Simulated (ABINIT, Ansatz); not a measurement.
# Calculated records

## SiC (P6_3mc): one start, several treatments of the self-energy

It takes space group P6_3mc (No. 186, hexagonal). The conventional cell has a = 3.077 Å, b = 3.077 Å, c = 15.098 Å, α = 90.00°, β = 90.00°, γ = 120.00°. Si has 4 C at 1.88 to 1.89 Å nearest. Nearest to Si lie 4 C at 1.88 to 1.89 Å. Nearest to Si lie 4 C at 1.89 Å. Nearest to C lie 4 Si at 1.88 to 1.89 Å. C has 4 Si at 1.88 to 1.89 Å nearest. Nearest to C lie 4 Si at 1.89 Å. Farther neighbours, and contacts between anions beyond the nearest, are not listed.

```xyz
12
Lattice="3.0766 0.0000 0.0000 -1.5383 2.6644 0.0000 0.0000 0.0000 15.0981" Properties=species:S:1:pos:R:3 pbc="T T T"
Si    0.0000    1.7763   12.5765
Si    1.5383    0.8881    5.0275
Si    1.5383    0.8881   10.0629
Si    0.0000    1.7763    2.5138
Si    0.0000    0.0000    7.5450
Si    0.0000    0.0000   15.0940
C     0.0000    0.0000   13.2013
C     0.0000    0.0000    5.6522
C     0.0000    1.7763   10.6894
C     1.5383    0.8881    3.1404
C     1.5383    0.8881    8.1759
C     0.0000    1.7763    0.6269
```

* method: RPA screening on PBE, plane waves, norm-conserving pseudopotentials (and 4 further levels or steps)
* program: ABINIT 10.8.3
* settings: cutoff 37 Ha, PseudoDojo scalar-relativistic 0.4.1 standard, norm-conserving, ngkpt (6, 6, 1), nband 348, ecuteps 6.5 Ha, gwcalctyp 2, nfreqre 16, nfreqim 8, inclvkb 2, freqremax 40 eV, spmeth 1, nomegasf 120, shiftk (0, 0, 0), symchi 1, awtr 1, frequency cd, 6×6×1 k-mesh
* cost: 9 runs, 36 min in all on 16 MPI ranks of AMD EPYC 7R43, shared host
* notes: The program’s warnings: Min real frequency set to default [Ha] = and nproc spkpt=  >= nkpt= * nsppol=. The cell and positions are those that the Materials Project relaxed with its own functionals (PBE, PBE+U or r2SCAN), kept fixed. Static COHSEX lies above G0W0: it lacks the factor Z and overstates the Coulomb hole of the filled states. The 6×6×1 mesh is coarse for this cell, which bears on the long-range parts of exchange and screening.
* G0W0, Godby-Needs plasmon pole: 2.712 eV
* G0W0, Hybertsen-Louie plasmon pole: 2.775 eV
* G0W0, von der Linden-Horsch plasmon pole: 2.677 eV
* one-shot COHSEX: 3.732 eV
* one-shot Hartree-Fock: 8.859 eV
* G0W0, contour deformation: 2.769 eV
* known limits: short of the basis limit; coarse k mesh

G0W0, Hybertsen-Louie plasmon pole: +0.063 eV against G0W0, Godby-Needs plasmon pole. G0W0, von der Linden-Horsch plasmon pole: −0.035 eV against G0W0, Godby-Needs plasmon pole.

[Long decimals in the printed logs are rounded to 6 places.]

[Logs are printed without paths, hosts, clocks, repeated set-up lines and the standing remarks that a program may print on its own settings, such as how far it seeks lower states.]

[Paths, hosts, dates, memory and timing lines, banners, echoed tables and standing remarks are left out of the program output; an Ansatz launch command may be rebuilt from the run's recorded settings. Measured values are a selection of at most five: reports struck by readers or far from the other reports are left out. None is set beside runs whose start may be inverted or whose files or cutoffs have a known fault.]

[Runs of the session that timed out or met a known fault of the program may be left out.]

[Hosts, paths, dates, database ids (printed as entryN), source tags and the programs' standing remarks are cut or masked in the printed files.]

[G0W0 gaps are taken among the corrected bands and points alone; a level outside them can change the order at an edge.]

[Where Ansatz stands beside ABINIT at settings called matched, ABINIT's density can come from a denser mesh and the files from another edition; pairs whose starting gaps differed by over 0.03 eV were left out, so agreement reads better than it is.]
